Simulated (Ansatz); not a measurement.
**A hypothetical structure for NiPbS3**

This structure for NiPbS3 is made up. Its elements were placed in a known structure type with a cell scaled to their sizes. What cell does the guess relax to, and how far off was it?

Calculated with Ansatz 0.2.0; DFT, PBEsol, plane-wave PAW, files of the set soft_1, scalar-relativistic, ferromagnetic start, cell and ions relaxed at zero pressure; PAW set soft_1, in the first sound run; inputs show where later runs differ.

**1. Starting point**

It takes space group Pm-3m (No. 221, cubic). The conventional cell has a = 4.813 Å, b = 4.813 Å, c = 4.813 Å, α = 90.00°, β = 90.00°, γ = 90.00°. Nearest to Pb lie 12 S at 3.40 Å. Nearest to Ni lie 6 S at 2.41 Å. Nearest to S lie 2 Ni at 2.41 Å. Farther neighbours and most contacts between anions are not listed.

As a file:

```cif
data_structure
_symmetry_space_group_name_H-M 'Pm-3m'
_symmetry_Int_Tables_number 221
_cell_length_a 4.8130
_cell_length_b 4.8130
_cell_length_c 4.8130
_cell_angle_alpha 90.000
_cell_angle_beta 90.000
_cell_angle_gamma 90.000
_cell_volume 111.49
loop_
_atom_site_label
_atom_site_type_symbol
_atom_site_symmetry_multiplicity
_atom_site_Wyckoff_symbol
_atom_site_fract_x
_atom_site_fract_y
_atom_site_fract_z
_atom_site_occupancy
Pb1 Pb 1 a 0.00000 0.00000 0.00000 1
Ni1 Ni 1 b 0.50000 0.50000 0.50000 1
S1 S 3 c 0.50000 0.50000 0.00000 1
```

**2. Relaxation of the guess**

The guessed cell has no reason to be at equilibrium. It is relaxed with the atoms, within the space group of the guess.

Input file input.yaml:

```yaml
crystal:
  lattice:
    - [4.813, 0.0, 0.0]
    - [0.0, 4.813, 0.0]
    - [0.0, 0.0, 4.813]
  atoms:
    - { symbol: Pb, position: [0.0, 0.0, 0.0] }
    - { symbol: Ni, position: [0.5, 0.5, 0.5], spin: 1.0 }
    - { symbol: S, position: [0.5, 0.5, 0.0] }
    - { symbol: S, position: [0.0, 0.5, 0.5] }
    - { symbol: S, position: [0.5, 0.0, 0.5] }
magnetization:
  spin_polarized: true
kpoints:
  mp_grid: { grid: [6, 6, 6] }
scf:
  occupations: { method: fermi_dirac, width: 0.05 }
hamiltonian:
  xc: pbesol
  pseudopotentials: { kind: paw, azcp: { folder: soft_1 }, xc_functional: pbe }
relax:
  f_tol: 0.015
  max_steps: 70
  cell: {}
output:
  forces: true
  stress: true
```

On the command line:

```console
$ ansatz run input.yaml --threads 4 --pin off --max-ram 8192MiB --backend cpu --events-out ev --progress --plain --runs-dir out
```

Numbers of over 12 decimals in the logs are rounded to 6 here.

Log:

```text
Engine: ansatz 0.2.0, aarch64-unknown-linux-gnu
Pseudopotentials: kind: paw
Pseudopotential: Pb, paw, valence charge 14, recommended cutoff 420 eV (normal), soft_1/Pb.paw.azcp
Pseudopotential: Ni, paw, valence charge 18, recommended cutoff 420 eV (normal), soft_1/Ni.paw.azcp
Pseudopotential: S, paw, valence charge 6, recommended cutoff 420 eV (normal), soft_1/S.paw.azcp
Functional definition: PBEsol
  exchange = pbesol_x
  correlation = pbesol_c
Crystal: 5 atoms, lattice volume = 111.493 Å³
Basis set: ecut = 420 eV, 2109 PW (Γ), exchange–correlation on 72×72×72 points (8 copies of the dense FFT grid, shifted against one another)
Bands: 31, of which v1, the nominal top of the filled ones, is band 25 counted from 1 (24 counted from 0)
Symmetry: 48 space group operations
Space group: Pm-3m (ITA 221), of the structure as read, at distance tolerance 4.8e-5 Å
Magnetic group: BNS 221.92 (UNI 1594), of the structure as read, at distance tolerance 4.8e-5 Å
k-points: 20 of 216
Non-local potential: Pb, projectors of the file, l = 0: 2, l = 1: 2, l = 2: 2, l = 3: 1
Non-local potential: Ni, projectors of the file, l = 0: 3, l = 1: 2, l = 2: 3, l = 3: 1
Non-local potential: S, projectors of the file, l = 0: 2, l = 1: 2, l = 2: 1
PAW form: soft (Blöchl's): semilocal exchange-correlation on the pseudo side does not see the compensation charge
PAW frozen core: Pb, regenerated for the run's functional, and the local potential with it (the file was generated under x = pbe(κ = 0.804, μ = 0.219515), c = pbe(β = 0.066725))
PAW frozen core: Ni, regenerated for the run's functional, and the local potential with it (the file was generated under x = pbe(κ = 0.804, μ = 0.219515), c = pbe(β = 0.066725))
PAW frozen core: S, regenerated for the run's functional, and the local potential with it (the file was generated under x = pbe(κ = 0.804, μ = 0.219515), c = pbe(β = 0.066725))
PAW one-centre angular grid: Pb, 590 points (default); XC on 64 Gauss nodes
PAW one-centre angular grid: Ni, 590 points (default); XC on 64 Gauss nodes
PAW one-centre angular grid: S, 110 points (default); XC on 64 Gauss nodes
Initial density: superposition of atomic densities (chi_scale 0.1, normalization cell, long waves kept (reshape's long-wave potential 0.03 eV rms))
Starting moments: Σ|m| = 1 μB on 1 of 5 sites
Initial wavefunctions: pseudopotential atomic-orbital guess
Functional: x = pbesol(κ = 0.804, μ = 0.123457), c = pbesol(β = 0.046)
SCF iter   1: F=—  HF=-20215.746467 eV  |F-HF|=—  |Δ(HF+E_count)|=         —  Δρ=5.09e-2 (↑2.87e-2 ↓5.09e-2)  dr2=9.41e0  dr2_m=1.49e-1  M=0.939 μB ∫|m|=0.940 μB  β_m=0.30  ethr=3.10e-3  ⟨swp⟩=8.4  Hψ=6183  notcnv=0
Mixer restart at iter 1: flushing history
preconditioner: auto → Kerker (q_TF=auto, 2.387 Å⁻¹)  [metal: Δε(μ)=0.011 eV  Ē_g=9.651 eV  σ=0.050 eV  W_gap=0.06  n_scr=26 (ndim 8)  ℏωp=22.8 eV  f_vac=0.000  D(μ)=8.32/eV (n_scr^D=80)]
spin=Collinear: Kerker preconditioning applied to the charge; magnetization (m = ρ↑ − ρ↓) channel mixes plain (no charge-response kernel on spin).
SCF iter   2: F=—  HF=-20216.828183 eV  |F-HF|=—  |Δ(HF+E_count)|=    1.08e0  Δρ=1.72e-2 (↑1.56e-2 ↓1.72e-2)  dr2=2.83e0  dr2_m=7.06e-2  M=0.926 μB ∫|m|=0.928 μB  β_m=0.35  ethr=3.10e-3  ⟨swp⟩=2.8  Hψ=2900  notcnv=0  defer=14
SCF iter   3: F=—  HF=-20216.591768 eV  |F-HF|=—  |Δ(HF+E_count)|=   2.36e-1  Δρ=2.35e-2 (↑9.44e-3 ↓2.35e-2)  dr2=2.55e0  dr2_m=1.32e-1  M=0.739 μB ∫|m|=0.745 μB  β_m=0.11  ethr=3.10e-3  ⟨swp⟩=2.8  Hψ=1809  notcnv=0  defer=14
SCF iter   4: F=—  HF=-20216.657349 eV  |F-HF|=—  |Δ(HF+E_count)|=   6.56e-2  Δρ=1.51e-2 (↑1.51e-2 ↓1.19e-2)  dr2=1.16e0  dr2_m=1.00e-1  M=0.612 μB ∫|m|=0.638 μB  β_m=0.25  ethr=3.10e-3  ⟨swp⟩=2.0  Hψ=1720  notcnv=0  defer=14
SCF iter   5: F=—  HF=-20216.411760 eV  |F-HF|=—  |Δ(HF+E_count)|=   2.46e-1  Δρ=1.27e-2 (↑1.27e-2 ↓5.22e-3)  dr2=2.72e-1  dr2_m=5.36e-2  M=0.216 μB ∫|m|=0.327 μB  β_m=0.53  ethr=2.33e-3  ⟨swp⟩=3.0  Hψ=1885  notcnv=0  defer=15
SCF iter   6: F=—  HF=-20216.346128 eV  |F-HF|=—  |Δ(HF+E_count)|=         —  Δρ=2.16e-3 (↑2.16e-3 ↓1.57e-3)  dr2=1.94e-2  dr2_m=1.49e-3  M=-0.065 μB ∫|m|=0.147 μB  β_m=0.53  ethr=5.44e-4  ⟨swp⟩=3.0  Hψ=2671  notcnv=0  defer=17
Mixer restart at iter 6: flushing history
SCF iter   7: F=—  HF=-20216.344961 eV  |F-HF|=—  |Δ(HF+E_count)|=   1.17e-3  Δρ=3.46e-3 (↑2.43e-3 ↓3.46e-3)  dr2=1.46e-2  dr2_m=9.34e-4  M=-0.050 μB ∫|m|=0.113 μB  β_m=0.47  ethr=3.88e-5  ⟨swp⟩=2.0  Hψ=1887  notcnv=0  defer=17
SCF iter   8: F=—  HF=-20216.347559 eV  |F-HF|=—  |Δ(HF+E_count)|=   2.60e-3  Δρ=1.04e-3 (↑1.04e-3 ↓9.21e-4)  dr2=1.55e-3  dr2_m=8.03e-4  M=-0.043 μB ∫|m|=0.095 μB  β_m=0.56  ethr=2.91e-5  ⟨swp⟩=2.0  Hψ=2457  notcnv=0  defer=17
SCF iter   9: F=—  HF=-20216.349029 eV  |F-HF|=—  |Δ(HF+E_count)|=   1.47e-3  Δρ=1.95e-3 (↑9.03e-4 ↓1.95e-3)  dr2=5.30e-3  dr2_m=3.87e-4  M=-0.028 μB ∫|m|=0.059 μB  β_m=0.71  ethr=3.10e-6  ⟨swp⟩=2.0  Hψ=2317  notcnv=0  defer=17
SCF iter  10: F=—  HF=-20216.349307 eV  |F-HF|=—  |Δ(HF+E_count)|=   2.78e-4  Δρ=8.76e-4 (↑2.20e-4 ↓8.76e-4)  dr2=5.97e-4  dr2_m=1.71e-4  M=-0.019 μB ∫|m|=0.040 μB  β_m=0.85  ethr=3.10e-6  ⟨swp⟩=2.0  Hψ=1730  notcnv=0  defer=17
SCF iter  11: F=—  HF=-20216.349498 eV  |F-HF|=—  |Δ(HF+E_count)|=   1.91e-4  Δρ=2.01e-4 (↑1.77e-4 ↓2.01e-4)  dr2=1.08e-5  dr2_m=3.44e-5  M=-0.010 μB ∫|m|=0.020 μB  β_m=0.84  ethr=1.19e-6  ⟨swp⟩=2.0  Hψ=1659  notcnv=0  defer=17
SCF iter  12: F=—  HF=-20216.349554 eV  |F-HF|=—  |Δ(HF+E_count)|=   5.55e-5  Δρ=7.11e-5 (↑7.11e-5 ↓4.64e-5)  dr2=4.23e-6  dr2_m=3.24e-6  M=-0.004 μB ∫|m|=0.008 μB  β_m=0.85  ethr=2.16e-8  ⟨swp⟩=2.3  Hψ=2264  notcnv=0  defer=17
SCF iter  13: F=—  HF=-20216.349557 eV  |F-HF|=—  |Δ(HF+E_count)|=   3.43e-6  Δρ=2.51e-5 (↑2.51e-5 ↓1.44e-5)  dr2=1.07e-6  dr2_m=2.20e-7  M=-0.001 μB ∫|m|=0.002 μB  β_m=0.93  ethr=8.46e-9  ⟨swp⟩=2.0  Hψ=1747  notcnv=0  defer=17
SCF iter  14: F=—  HF=-20216.349558 eV  |F-HF|=—  |Δ(HF+E_count)|=   2.87e-7  Δρ=4.71e-6 (↑3.49e-6 ↓4.71e-6)  dr2=8.20e-9  dr2_m=1.60e-8  M=-0.000 μB ∫|m|=0.001 μB  β_m=0.96  ethr=2.14e-9  ⟨swp⟩=2.0  Hψ=1763  notcnv=0  defer=17
SCF iter  15: F=—  HF=-20216.349558 eV  |F-HF|=—  |Δ(HF+E_count)|=   4.36e-8  Δρ=3.67e-6 (↑2.79e-6 ↓3.67e-6)  dr2=3.93e-8  dr2_m=3.83e-10  M=-0.000 μB ∫|m|=0.000 μB  β_m=0.96  ethr=1.64e-11  ⟨swp⟩=3.5  Hψ=2835  notcnv=0  defer=17
SCF iter  16: F=—  HF=-20216.349558 eV  |F-HF|=—  |Δ(HF+E_count)|=   2.61e-9  Δρ=1.62e-6 (↑1.47e-6 ↓1.62e-6)  dr2=8.22e-9  dr2_m=3.21e-11  M=-0.000 μB ∫|m|=0.000 μB  β_m=0.98  ethr=1.64e-11  ⟨swp⟩=2.0  Hψ=1683  notcnv=0  defer=17
[...]
relax step   4: F+E_penalty+E_count = -20217.19113589 eV  Δ(F+E_penalty+E_count) = -9.979e-3 eV  max|allowed force component| = 1.070e-29 eV/Å  Δτ_max = 0.0000 Å  P = -0.145 GPa  Ω = 91.916 Å³  energy of the carried Pulay correction = +3.704e-3 eV  (9 SCF iters, dr2 threshold 5.00e-7 eV, accepted)
[...]
relax step   5: F+E_penalty+E_count = -20217.19123391 eV  Δ(F+E_penalty+E_count) = -9.801e-5 eV  max|allowed force component| = 6.669e-29 eV/Å  Δτ_max = 0.0000 Å  P = -0.003 GPa  Ω = 91.771 Å³  energy of the carried Pulay correction = +3.734e-3 eV  (7 SCF iters, dr2 threshold 5.29e-8 eV, accepted)
Basis set: ecut = 420 eV, 1791 PW (Γ), exchange–correlation on 64×64×64 points (8 copies of the dense FFT grid, shifted against one another)
Initial wavefunctions: pseudopotential atomic-orbital guess (no wavefunctions were taken with the density)
iter 1 solved again at ethr=7.89e-7 eV; its pass at ethr=3.10e-3 eV (dr2=3.95e-4 eV) is discarded
SCF iter   1: F=—  HF=-20217.187542 eV  |F-HF|=—  |Δ(HF+E_count)|=         —  Δρ=3.28e-4 (↑3.28e-4 ↓3.28e-4)  dr2=2.63e-4  dr2_m=6.36e-13  M=-0.000 μB ∫|m|=0.000 μB  β_m=0.65  ethr=7.89e-7  ⟨swp⟩=3.6  Hψ=9658  notcnv=0
preconditioner: auto → Resta (q_TF=auto, 2.466 Å⁻¹)  ε∞=6.4  [insulator: Δε(μ)=0.174 eV  Ē_g=10.833 eV  σ=0.050 eV  W_gap=0.64  n_scr=26 (ndim 8)  ℏωp=25.1 eV  f_vac=0.000  D(μ)=1.81/eV (n_scr^D=6)  ε∞_Penn≈6.4]
spin=Collinear: Resta preconditioning applied to the charge; magnetization (m = ρ↑ − ρ↓) channel mixes plain (no charge-response kernel on spin).
SCF iter   2: F=—  HF=-20217.187465 eV  |F-HF|=—  |Δ(HF+E_count)|=   7.66e-5  Δρ=1.16e-4 (↑1.16e-4 ↓1.16e-4)  dr2=1.50e-5  dr2_m=1.29e-13  M=-0.000 μB ∫|m|=0.000 μB  β_m=0.48  ethr=5.26e-7  ⟨swp⟩=2.0  Hψ=1690  notcnv=0
SCF iter   3: F=—  HF=-20217.187496 eV  |F-HF|=—  |Δ(HF+E_count)|=   3.01e-5  Δρ=8.65e-5 (↑8.65e-5 ↓8.65e-5)  dr2=1.55e-5  dr2_m=1.10e-13  M=-0.000 μB ∫|m|=0.000 μB  β_m=0.45  ethr=3.00e-8  ⟨swp⟩=2.6  Hψ=2309  notcnv=0
SCF iter   4: F=—  HF=-20217.187496 eV  |F-HF|=—  |Δ(HF+E_count)|=   8.94e-7  Δρ=4.18e-5 (↑4.18e-5 ↓4.18e-5)  dr2=4.80e-6  dr2_m=2.31e-13  M=-0.000 μB ∫|m|=0.000 μB  β_m=0.73  ethr=3.00e-8  ⟨swp⟩=2.0  Hψ=1616  notcnv=0
SCF iter   5: F=—  HF=-20217.187518 eV  |F-HF|=—  |Δ(HF+E_count)|=   2.12e-5  Δρ=5.51e-5 (↑5.51e-5 ↓5.51e-5)  dr2=9.70e-6  dr2_m=1.25e-13  M=-0.000 μB ∫|m|=0.000 μB  β_m=0.86  ethr=9.60e-9  ⟨swp⟩=2.0  Hψ=1684  notcnv=0
SCF iter   6: F=—  HF=-20217.187533 eV  |F-HF|=—  |Δ(HF+E_count)|=   1.52e-5  Δρ=3.28e-5 (↑3.28e-5 ↓3.28e-5)  dr2=3.53e-6  dr2_m=1.46e-12  M=-0.000 μB ∫|m|=0.000 μB  β_m=0.91  ethr=9.60e-9  ⟨swp⟩=2.8  Hψ=2324  notcnv=0
SCF iter   7: F=—  HF=-20217.187536 eV  |F-HF|=—  |Δ(HF+E_count)|=   2.70e-6  Δρ=1.79e-6 (↑1.79e-6 ↓1.72e-6)  dr2=1.08e-8  dr2_m=1.00e-12  M=0.000 μB ∫|m|=0.000 μB  β_m=0.89  ethr=7.06e-9  ⟨swp⟩=2.4  Hψ=2231  notcnv=0
SCF iter   8: F=—  HF=-20217.187536 eV  |F-HF|=—  |Δ(HF+E_count)|=   9.52e-8  Δρ=3.51e-7 (↑3.33e-7 ↓3.51e-7)  dr2=1.72e-10  dr2_m=1.09e-13  M=0.000 μB ∫|m|=0.000 μB  β_m=0.94  ethr=2.17e-11  ⟨swp⟩=3.1  Hψ=2500  notcnv=0
SCF iter   9: F=—  HF=-20217.187536 eV  |F-HF|=—  |Δ(HF+E_count)|=   4.95e-9  Δρ=2.68e-7 (↑2.68e-7 ↓2.62e-7)  dr2=2.39e-10  dr2_m=8.85e-15  M=-0.000 μB ∫|m|=0.000 μB  β_m=0.94  ethr=1.00e-12  ⟨swp⟩=2.8  Hψ=2204  notcnv=0
SCF iter  10: F=—  HF=-20217.187536 eV  |F-HF|=—  |Δ(HF+E_count)|=  4.22e-10  Δρ=1.94e-8 (↑1.87e-8 ↓1.94e-8)  dr2=1.95e-12  dr2_m=1.49e-16  M=-0.000 μB ∫|m|=0.000 μB  β_m=0.97  ethr=1.00e-12  ⟨swp⟩=2.5  Hψ=2135  notcnv=0
SCF iter  11: F=-20217.187536 eV  HF=-20217.187536 eV  |F-HF|=7.28e-12  |Δ(HF+E_count)|=  7.28e-12  Δρ=4.11e-8 (↑4.08e-8 ↓4.11e-8)  dr2=5.33e-12  dr2_m=1.65e-17  M=0.000 μB ∫|m|=0.000 μB  ethr=1.00e-12  ⟨swp⟩=3.0  Hψ=3863  notcnv=0
the starting moments were not kept: the SCF closed with an absolute magnetisation of 2.5e-9 μB, where they sum to 1 μB in size (1 site). That is at most 0.1 of that sum. Measured as dr2_m measures the in/out step, that magnetisation stands 6.1e-18 eV from none, at or under the dr2_threshold of 5.0e-11 eV: it is no larger than a step whose dr2_m would equal this threshold.
SCF 6 converged in 11 iterations: F = -20217.187536 eV  dr2 = 5.33e-12
relax step   6: F+E_penalty+E_count = -20217.18753566 eV  Δ(F+E_penalty+E_count) = +3.698e-3 eV  max|allowed force component| = 3.923e-29 eV/Å  Δτ_max = 0.0000 Å  P = -0.008 GPa  Ω = 91.771 Å³  stress off target by 8.46e-3 GPa  SCF on the basis re-selected at this cell (its energy is not comparable with the rows above)  (11 SCF iters)
basis re-selected at this cell: Δ(F+E_penalty+E_count) = +3.698e-3 eV, ΔP = -0.006 GPa vs the last step (what re-selecting the basis moved, of the pressure what is left beyond the Pulay correction that the steps carried, after the strain that the cell walked since its last selection, with what the two solves' SCF thresholds leave and, on support functions, any second-order correction that the steps lacked; it is no measure of the basis error at this ecutwfc). The dense FFT grid was sized anew with the basis: this SCF ran on 32×32×32 points, the steps before it on 36×36×36, so part of this shift can come from that change (see relax.cell in the input reference). [rest of the remark cut]
SCF converged after 11 iterations
Magnetization: 0.0000 μB (25.0000 up, 25.0000 down)
Absolute magnetization: 0.0000 μB (∫|ρ↑−ρ↓|, with the PAW one-centre terms)
Spin contamination: 0.0000 ħ² per cell (⟨S²⟩ above its minimum at these occupations)
Per-site moments (μB) at R_I (Å): [(-8.199741729963384e-11, 1.315659), (1.086243894943096e-9, 0.930312), (-4.667519797650178e-11, 0.930312), (-4.6675209502817414e-11, 0.930312), (-4.667482738220705e-11, 0.930312)]
Free energy (F): -20217.187536 eV
Harris-Foulkes:  -20217.187536 eV  (|F-HF|=7.28e-12)
Internal energy: -20217.170921 eV  (E = F + TS)
E sigma→0 (E₀):  -20217.179228 eV
Entropy (-TS):   -0.016614 eV (-3.323 meV/atom)
Fermi energy:    9.612529 eV
--- Per-component energies (eV) ---
  E_band       = -420.988822
  E_kinetic    = 947.044075
  E_local      = -5726.939802  (includes V_loc(G=0)·N_el)
  E_nonlocal   = 297.595244
  E_hartree    = 2742.341693
  E_xc         = -580.186202
  E_vxc        = -530.819366  (∫ρ·V_xc dr)
  E_paw        = -13639.483761  (= ΣΔE_a)
  E_vpaw       = -892.552975  (= ΣTr[D̂ρ^β])
  E_aug_tail   = 0.000833  (compensation charges beyond the density's cutoff)
  E_ewald      = -4257.988308
  E_core_change = 0.445308  (= ΣΔE_core)
  E_smearing   = -0.016614  (= −TS)
  E_closure    = 0.000000  (closes the sum)
  Σ components = -20217.187536   (vs F -20217.187536, Δ=0.00e0)
--- Forces (eV/Å), atoms counted from 1 ---
  atom   1  Pb    -0.00000000     0.00000000    -0.00000000
  atom   2  Ni     0.00000000    -0.00000000     0.00000000
  atom   3  S      0.00000000     0.00000000     0.00000000
  atom   4  S      0.00000000    -0.00000000     0.00000000
  atom   5  S      0.00000000    -0.00000000    -0.00000000
  max |Σ_I F_I| component: 5.63e-29 eV/Å
--- Stress (GPa, compression-positive) ---
       -0.008458      -0.000000      -0.000000
       -0.000000      -0.008458      -0.000000
       -0.000000      -0.000000      -0.008458
  P = ⅓ Tr σ = -0.0085 GPa (-0.085 kbar)
--- Relaxed structure (5 steps of the walk, 5 accepted, 1 SCFs on fresh bases) ---
  F+E_penalty+E_count = -20217.18753566 eV   max|allowed force component| = 3.923e-29 eV/Å   (the final SCF, on the basis selected at the relaxed cell)
  cell:  # Å, volume = 91.7706 Å³
    - [4.510602, 0, 0]
    - [0, 4.510602, 0]
    - [0, 0, 4.510602]
  atoms:
    - { symbol: Pb, position: [0, 0, 0] }
    - { symbol: Ni, position: [0.5, 0.500000, 0.5] }
    - { symbol: S, position: [0.5, 0.500000, 0] }
    - { symbol: S, position: [0, 0.500000, 0.5] }
    - { symbol: S, position: [0.5, 0, 0.5] }
```

The job ended after 20 s (4 threads of Arm Neoverse V1, shared host; peak memory 0.55 GiB; 65 s of CPU time).

The steps of the relaxation:

```tsv
step	energy less that of the first step (eV)	largest force component (eV/Å)	pressure (GPa)	volume (Å³)
1	0.0000	0.0000	-11.34	111.49
2	-0.7905	0.0000	-3.68	95.97
3	-0.8316	0.0000	1.89	89.96
4	-0.8416	0.0000	-0.15	91.92
5	-0.8417	0.0000	0.00	91.77
6*	-0.8380	0.0000	-0.01	91.77
```

Relaxation steps marked * repeat the geometry before them on a plane-wave basis chosen anew for their cell, so energy and pressure can jump there.

Forces are held to the 48 operations that the run works with; a distortion that breaks them can't arise in this run.

```tsv
conventional cell, symmetrised	before	after	change
a (Å)	4.813	4.511	-6.3 %
b (Å)	4.813	4.511	-6.3 %
c (Å)	4.813	4.511	-6.3 %
volume (Å³/atom)	22.30	18.35	-17.7 %
```

The relaxed structure:

```xyz
5
Lattice="4.5106 0.0000 0.0000 0.0000 4.5106 0.0000 0.0000 0.0000 4.5106" Properties=species:S:1:pos:R:3 pbc="T T T"
Pb    0.0000    0.0000    0.0000
Ni    2.2553    2.2553    2.2553
S     2.2553    2.2553    0.0000
S     0.0000    2.2553    2.2553
S     2.2553    0.0000    2.2553
```

Numbers from this step:

```yaml
free_energy: -20217.1875 eV
energy_at_zero_smearing: -20217.1792 eV
smearing_term_ts: 0.01661 eV
fermi_energy: 9.613 eV
electrons: 50
symmetry_operations: 48
pressure: -0.008458 GPa
```

Shortest distances by pair of elements, guess and relaxed (not always the same contact):

```tsv
pair	guess (Å)	relaxed (Å)
Ni–S	2.406	2.255
Pb–S	3.403	3.189
S–S	3.403	3.189
Ni–Pb	4.168	3.906
Pb–Pb	4.813	4.511
```

The relaxation ends with a pressure of -0.01 GPa. The starting moments have collapsed: the run ends non-magnetic.

(Part 1 of 2 ends here.)

[Logs are printed without paths, hosts, clocks, repeated set-up lines and the standing remarks that a program may print on its own settings, such as how far it seeks lower states.]

[Hosts, paths, dates, database ids (printed as entryN), source tags and the programs' standing remarks are cut or masked in the printed files.]
